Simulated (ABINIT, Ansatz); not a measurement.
Planning a run of ABINIT 10.8.3 on LaBiS2O (P4/nmm). The input:

```
acell 3*1.0 Angstrom
rprim 
  4.055497000000 0.000000000000 0.000000000000
  0.000000000000 4.055497000000 0.000000000000
  0.000000000000 0.000000000000 14.173265000000
ntypat 4
znucl 57 83 16 8
natom 10
typat 1 1 2 2 3 3 3 3 4 4
xred 
  0.500000000000 0.000000000000 0.587742000000
  0.000000000000 0.500000000000 0.412258000000
  0.000000000000 0.500000000000 0.867775000000
  0.500000000000 0.000000000000 0.132225000000
  0.500000000000 0.000000000000 0.890020000000
  0.000000000000 0.500000000000 0.109980000000
  0.000000000000 0.500000000000 0.690201000000
  0.500000000000 0.000000000000 0.309799000000
  0.000000000000 0.000000000000 0.500000000000
  0.500000000000 0.500000000000 0.500000000000
pp_dirpath "pseudos"
pseudos "La.upf, Bi.upf, S.upf, O.upf"
ecut 50
ngkpt 4 4 1
nshiftk 1
shiftk 0 0 0
kptopt 1
chksymbreak 0
istwfk *1
occopt 1
irdwfk 1
optdriver 4
nband 67
gwcalctyp 0
ecutsigx 50
symsigma 1
nkptgw 2
kptgw 
  0.5000000000 0.0000000000 0.0000000000
  0.0000000000 0.0000000000 0.0000000000
bdgw 
  43 46
  43 46
ecuteps 1.9
irdscr 1
ppmodel 1
indata_prefix "in"
outdata_prefix "out"
tmpdata_prefix "tmp"
```

```sh
OMP_NUM_THREADS=1 mpirun -n 4 abinit run.abi > log
```

Q: How long will it take on 4 MPI ranks of Arm Neoverse V2, shared host, and how much memory?

It took 16 s; on shared hardware allow 7.8 s to 31 s. Peak host memory was 3.2 GiB.

[Paths, hosts, dates, memory and timing lines, banners, echoed tables and standing remarks are left out of the program output.]

[Logs are printed without paths, hosts, clocks, repeated set-up lines and the standing remarks that a program may print on its own settings, such as how far it seeks lower states.]

[Runs of the session that timed out or met a known fault of the program may be left out.]

[Hosts, paths, dates, database ids (printed as entryN), source tags and the programs' standing remarks are cut or masked in the printed files.]

[G0W0 gaps are taken among the corrected bands and points alone; a level outside them can change the order at an edge.]

[Where Ansatz stands beside ABINIT at settings called matched, ABINIT's density can come from a denser mesh and the files from another edition; pairs whose starting gaps differed by over 0.03 eV were left out, so agreement reads better than it is.]
